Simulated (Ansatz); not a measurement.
# K2Sn2Se3: complex band structure, part 3 of 3

Wanted: the relaxed cell of K2Sn2Se3, its band edges and its decay constants. It is built by putting Se for O in the K2Sn2O3 structure of space group R-3m, with the volume rescaled by atomic radii. The parent structure comes from the Materials Project.

Ansatz 0.2.0; PBE DFT, plane waves, PAW files (the session's first sound run).

So far, gap on the k-mesh (eV): step 3 (the bulk crystal and its band edges) 0.448; step 4 (complex bands, plane (001), k-mesh 6×6×6) 0.449; step 5 (complex bands, plane (101)) 0.448.

The structure was built from a prototype and need not be the compound's stable phase.

## Step 6: Band edges at another level

This step: LDA DFT, plane waves, PAW files (Ansatz 0.2.0).

The edges again with LDA, at the same atoms.

input.yaml reads:

```yaml
crystal:
  lattice:
    - [3.9791709395, 2.2973754131, 5.161451757]
    - [-3.9791709395, 2.2973754131, 5.161451757]
    - [0.0, -4.5947508261, 5.161451757]
  atoms:
    - { symbol: K, position: [0.5, 0.5, 0.5] }
    - { symbol: K, position: [0.0, 0.0, 0.0] }
    - { symbol: Sn, position: [0.2542759985, 0.2542759985, 0.2542759985] }
    - { symbol: Sn, position: [0.7457240015, 0.7457240015, 0.7457240015] }
    - { symbol: Se, position: [0.0, 0.5, 0.0] }
    - { symbol: Se, position: [0.0, 0.0, 0.5] }
    - { symbol: Se, position: [0.5, 0.0, 0.0] }
kpoints:
  mp_grid: { grid: [4, 4, 4] }
  band_path: { path: [VBM, CBM], npoints: 30 }
scf:
  occupations: { method: fixed }
hamiltonian:
  xc: lda
output:
  eigenvalues: true
```

Run with:

```
$ ansatz run input.yaml --threads 2 --pin off --max-ram 4096MiB --backend cpu --events-out ev --progress --plain --runs-dir out
```

Numbers of over 12 decimals in the logs are rounded to 6 here.

Log:

```text
[...]
Crystal: 7 atoms, lattice volume = 283.105 Å³
Basis set: ecut = 420 eV, 5513 PW (Γ)
Bands: 57, of which v1, the nominal top of the filled ones, is band 47 counted from 1 (46 counted from 0)
Symmetry: 12 space group operations
[...]
k-points: 13 of 64
[...]
SCF iter   1: F=—  HF=-30905.322542 eV  |F-HF|=—  |Δ(HF+E_count)|=         —  Δρ=4.83e-3  dr2=3.92e-2  ethr=1.77e-3  ⟨swp⟩=5.0  Hψ=2572  notcnv=0  defer=92
[...]
SCF iter   7: F=-30905.310460 eV  HF=-30905.310460 eV  |F-HF|=2.01e-8  |Δ(HF+E_count)|=   1.19e-7  Δρ=3.18e-6  dr2=3.71e-8  ethr=1.06e-10  ⟨swp⟩=13.7  Hψ=3383  notcnv=0
SCF 1 converged in 7 iterations: F = -30905.310460 eV  dr2 = 3.71e-8
[...]
SCF converged after 7 iterations
Free energy (F): -30905.310460 eV
[...]
Internal energy: -30905.310460 eV  (E = F + TS)
E sigma→0 (E₀):  -30905.310460 eV
Fermi energy:    3.387793 eV
[...]
--- Band table (eV; the first three rows and the last of 13) ---
  k-point 0: bands = [... 43 lower, 3.0109, 3.0109, 3.1973, 3.2897, 3.7163, 4.3543, 4.3543, 6.5029, ... 6 higher]
  k-point 1: bands = [... 43 lower, 2.4352, 2.7461, 2.9548, 3.0582, 4.3955, 4.9132, 5.0322, 6.8028, ... 6 higher]
  k-point 2: bands = [... 43 lower, 2.0883, 2.3096, 2.7829, 3.0369, 5.3208, 5.7074, 5.7564, 6.2898, ... 6 higher]
  k-point 12: bands = [... 43 lower, 2.8576, 2.8576, 3.2434, 3.3878, 4.4310, 5.2744, 5.2744, 6.7364, ... 6 higher]
```

Elapsed: 21 s, on 2 threads of Arm Neoverse V2, shared host; peak memory 0.6 GiB; 42 s of CPU time.

This step gave:

```yaml
free_energy: -30905.3105 eV
fermi_energy: 3.388 eV
gap_on_the_k_mesh: 0.3285 eV
gap_on_path: 0.3285 eV, by band count; negative where bands overlap
direct_gap_on_path: 0.4266 eV
```

Electronic bands along the path, in eV, zero at the Fermi level (highest filled level under fixed occupations); v1 is the highest filled band, c1 the lowest empty one:

```csv
point,v4,v3,v2,v1,c1,c2,c3,c4
VBM,-0.53,-0.53,-0.14,0.00,1.04,1.89,1.89,3.35
halfway,-0.46,-0.46,-0.19,-0.17,0.96,1.42,1.42,2.98
CBM,-0.38,-0.38,-0.19,-0.10,0.33,0.97,0.97,3.12
```

The searched edges give 0.329 eV, as on the mesh.

Between step 3 and this run (LDA) the value for the gap on the k-mesh moves from 0.448 eV to 0.329 eV.

## Step 7: Complex bands at another level

This step: LDA DFT, plane waves, PAW files; complex bands by layer matching along the plane's normal (Ansatz 0.2.0).

The complex bands at that level, over its own gap, at (0, 0) and (0.5, 0).

input.yaml reads:

```yaml
crystal:
  lattice:
    - [7.958341879, 0.0, 0.0]
    - [3.979170939, 6.892126239, 0.0]
    - [3.979170939, 2.297375413, 5.161451757]
  atoms:
    - { symbol: K, position: [0.5, 0.5, 0.5] }
    - { symbol: K, position: [0.0, 0.0, 0.0] }
    - { symbol: Sn, position: [0.7457240015, 0.7457240015, 0.7628279955] }
    - { symbol: Sn, position: [0.2542759985, 0.2542759985, 0.2371720045] }
    - { symbol: Se, position: [0.5, 0.0, 0.5] }
    - { symbol: Se, position: [0.0, 0.5, 0.5] }
    - { symbol: Se, position: [0.0, 0.0, 0.5] }
kpoints:
  mp_grid: { grid: [6, 6, 6] }
scf:
  occupations: { method: fixed }
hamiltonian:
  xc: lda
output:
  eigenvalues: true
  transmission:
    leads: [[0, 0]]
    kpoints: [[0.0, 0.0], [0.5, 0.0]]
    e_range: [-1.0, 1.33]
    de: 0.06
```

Log:

```text
[...]
Crystal: 7 atoms, lattice volume = 283.105 Å³
Basis set: ecut = 420 eV, 5513 PW (Γ)
Bands: 57, of which v1, the nominal top of the filled ones, is band 47 counted from 1 (46 counted from 0)
Symmetry: 12 space group operations
[...]
k-points: 32 of 216
[...]
SCF iter   1: F=—  HF=-30905.326242 eV  |F-HF|=—  |Δ(HF+E_count)|=         —  Δρ=4.84e-3  dr2=4.01e-2  ethr=1.77e-3  ⟨swp⟩=5.0  Hψ=6313  notcnv=0  defer=234
[...]
SCF iter   7: F=-30905.313815 eV  HF=-30905.313815 eV  |F-HF|=1.45e-8  |Δ(HF+E_count)|=   1.09e-7  Δρ=3.24e-6  dr2=3.98e-8  ethr=1.06e-10  ⟨swp⟩=14.0  Hψ=9040  notcnv=0
SCF 1 converged in 7 iterations: F = -30905.313815 eV  dr2 = 3.98e-8
[...]
transmission: 7 of 14 steps passed
transmission: 14 of 14 steps passed
SCF converged after 7 iterations
Free energy (F): -30905.313815 eV
[...]
Internal energy: -30905.313815 eV  (E = F + TS)
E sigma→0 (E₀):  -30905.313815 eV
Fermi energy:    3.387585 eV
[...]
--- Band table (eV; the first three rows and the last of 32) ---
  k-point 0: bands = [... 43 lower, 3.0086, 3.0086, 3.1949, 3.2896, 3.7171, 4.3549, 4.3549, 6.5024, ... 6 higher]
  k-point 1: bands = [... 43 lower, 2.9639, 2.9639, 3.2063, 3.2081, 4.0851, 4.5807, 4.5807, 6.4507, ... 6 higher]
  k-point 2: bands = [... 43 lower, 2.8886, 2.8886, 3.2293, 3.2517, 4.4917, 5.0449, 5.0449, 6.3836, ... 6 higher]
  k-point 31: bands = [... 43 lower, 2.1659, 2.5508, 2.5790, 2.6138, 5.3827, 5.4537, 5.7212, 6.4908, ... 6 higher]
--- Transmission ---
  basis      : 475 plane waves across, 7 finite elements along
  points     : 2, as listed
[...]
crystal 0  : K2Sn2Se3, at the sites [0, 0], period 5.1615 Å: whole cells are its period
[...]
channels       : 0.000000e0 a spin
[...]
slowest decay  : 0.1083 /Å at (0.0000, 0.0000)
```

The job ended after 2.4 min (2 threads; peak memory 2.1 GiB; 4.7 min of CPU time).

This step gave:

| Item | Value |
| --- | --- |
| free energy | -30905.3138 eV |
| gap on the k-mesh | 0.3295 eV |
| level to which the leads are filled | 0.1648 eV from the Fermi level |
| decay constant at the filling level, zone centre | 0.1083 Å⁻¹ |
| decay constant at the filling level, slowest listed point | 0.1083 Å⁻¹ |

K parallel (0, 0); values up to 1.5 1/Å, a degenerate pair printed once or twice; energies at which all values exceed this have no row. Im kz of the slowest decaying states against energy, zero at the highest filled level on the SCF mesh:

```csv
energy (eV),decay 1 (Å⁻¹),decay 2 (Å⁻¹),decay 3 (Å⁻¹),decay 4 (Å⁻¹)
-1.000,0.270,0.384,0.425,0.491
-0.880,0.270,0.365,0.466,0.491
-0.820,0.269,0.354,0.471,0.491
-0.700,0.267,0.330,0.413,0.452
-0.640,0.266,0.316,0.333,0.471
-0.520,0.263,0.283,0.487,0.498
-0.460,0.261,0.262,0.493,0.502
-0.340,0.163,0.207,0.259,0.501
-0.280,0.166,0.236,0.259,0.444
-0.160,0.267,0.295,0.508,0.553
-0.100,0.276,0.307,0.339,0.510
0.020,0.0593,0.113,0.299,0.315
0.080,0.110,0.115,0.311,0.314
0.200,0.0945,0.153,0.305,0.331
0.260,0.0721,0.165,0.298,0.340
0.380,0.178,0.280,0.354,0.508
0.440,0.181,0.268,0.360,0.506
0.560,0.181,0.242,0.370,0.502
0.620,0.178,0.226,0.374,0.500
0.740,0.167,0.187,0.380,0.494
0.800,0.158,0.162,0.383,0.491
0.920,0.088,0.127,0.387,0.484
0.980,0.0989,0.388,0.480,0.603
1.100,0.390,0.471,0.593,0.708
1.160,0.0764,0.391,0.467,0.588
1.280,0.128,0.391,0.457,0.578
```

K parallel (0, 0). Re kz of states that move upwards against energy, zero at the highest filled level on the SCF mesh:

```csv
energy (eV),channel 1 (Å⁻¹),channel 2 (Å⁻¹),channel 3 (Å⁻¹),channel 4 (Å⁻¹)
-1.000,-,-,-,-
-0.880,-,-,-,-
-0.820,-,-,-,-
-0.700,-,-,-,-
-0.640,-,-,-,-
-0.520,-0.487,-0.487,-,-
-0.460,-0.296,-0.296,-,-
-0.340,-,-,-,-
-0.280,-,-,-,-
-0.160,-0.155,0.371,0.391,-
-0.100,-0.0209,0.449,-,-
0.020,-,-,-,-
0.080,-,-,-,-
0.200,-,-,-,-
0.260,-,-,-,-
0.380,0.0657,-,-,-
0.440,0.0998,-,-,-
0.560,0.152,-,-,-
0.620,0.175,-,-,-
0.740,0.218,-,-,-
0.800,0.240,-,-,-
0.920,0.287,-,-,-
0.980,0.0463,0.0463,0.313,-
1.100,-0.481,0.153,0.153,0.399
1.160,0.186,0.186,-,-
1.280,0.243,0.243,-,-
```

K parallel (0.5, 0); values up to 1.5 1/Å, a degenerate pair printed once or twice; energies at which all values exceed this have no row. Table of Im kz of the slowest decaying states by energy, zero at the highest filled level on the SCF mesh:

```csv
energy (eV),decay 1 (Å⁻¹),decay 2 (Å⁻¹),decay 3 (Å⁻¹),decay 4 (Å⁻¹)
-1.000,0.134,0.289,0.350,0.358
-0.820,0.377,0.453,0.474,0.487
-0.700,0.387,0.466,0.480,0.537
-0.520,0.231,0.395,0.443,0.443
-0.340,0.284,0.396,0.400,0.415
-0.160,0.392,0.435,0.451,0.510
-0.040,0.388,0.451,0.466,0.514
0.020,0.386,0.457,0.469,0.515
0.140,0.379,0.468,0.472,0.518
0.320,0.367,0.470,0.479,0.521
0.440,0.357,0.466,0.484,0.522
0.620,0.339,0.454,0.487,0.523
0.800,0.316,0.439,0.488,0.524
0.980,0.287,0.419,0.485,0.524
1.100,0.261,0.403,0.481,0.525
1.280,0.209,0.375,0.473,0.524
```

At the listed wavevectors the last open channel is at -0.04 eV and the next at +0.38 eV on the grid. At +0.14 eV, the grid energy nearest the filling level (the middle of the gap on the SCF mesh), the slowest state at the listed wavevectors decays with κ = 0.108 Å⁻¹, its amplitude falling by e over 9.2 Å; the first such run, plane (001), gave 0.128 Å⁻¹.

## Step 8: Outcome

| Quantity | Value |
| --- | --- |
| band gap | 0.448 eV |
| least decay constant at mid-gap, normal to (001) | 0.128 Å⁻¹ |
| least decay constant at mid-gap, normal to (101) | 0.108 Å⁻¹ |
| least decay constant, LDA | 0.108 Å⁻¹ |

What this shows: With PBE, the slowest decay at the wavevectors tried is κ = 0.108 Å⁻¹, normal to (101). Through such a film the transmission near mid-gap falls as exp(−2κd), a factor of ten every 11 Å. The decay depends on direction: 1.2 times faster normal to (001). A free electron under a barrier of half the gap would need a mass of 0.20 mₑ to decay at this rate. With LDA the gap goes from 0.448 to 0.329 eV and the decay constant, over the first 2 listed wavevectors, from 0.128 to 0.108 Å⁻¹. The compound is made up by substitution; its stability against other phases and against distortions of the cell's symmetry was not tested. A semilocal functional narrows gaps, so real decay constants are likely larger.

[Logs are printed without paths, hosts, clocks, repeated set-up lines and the standing remarks that a program may print on its own settings, such as how far it seeks lower states.]

[Hosts, paths, dates, database ids (printed as entryN), source tags and the programs' standing remarks are cut or masked in the printed files.]
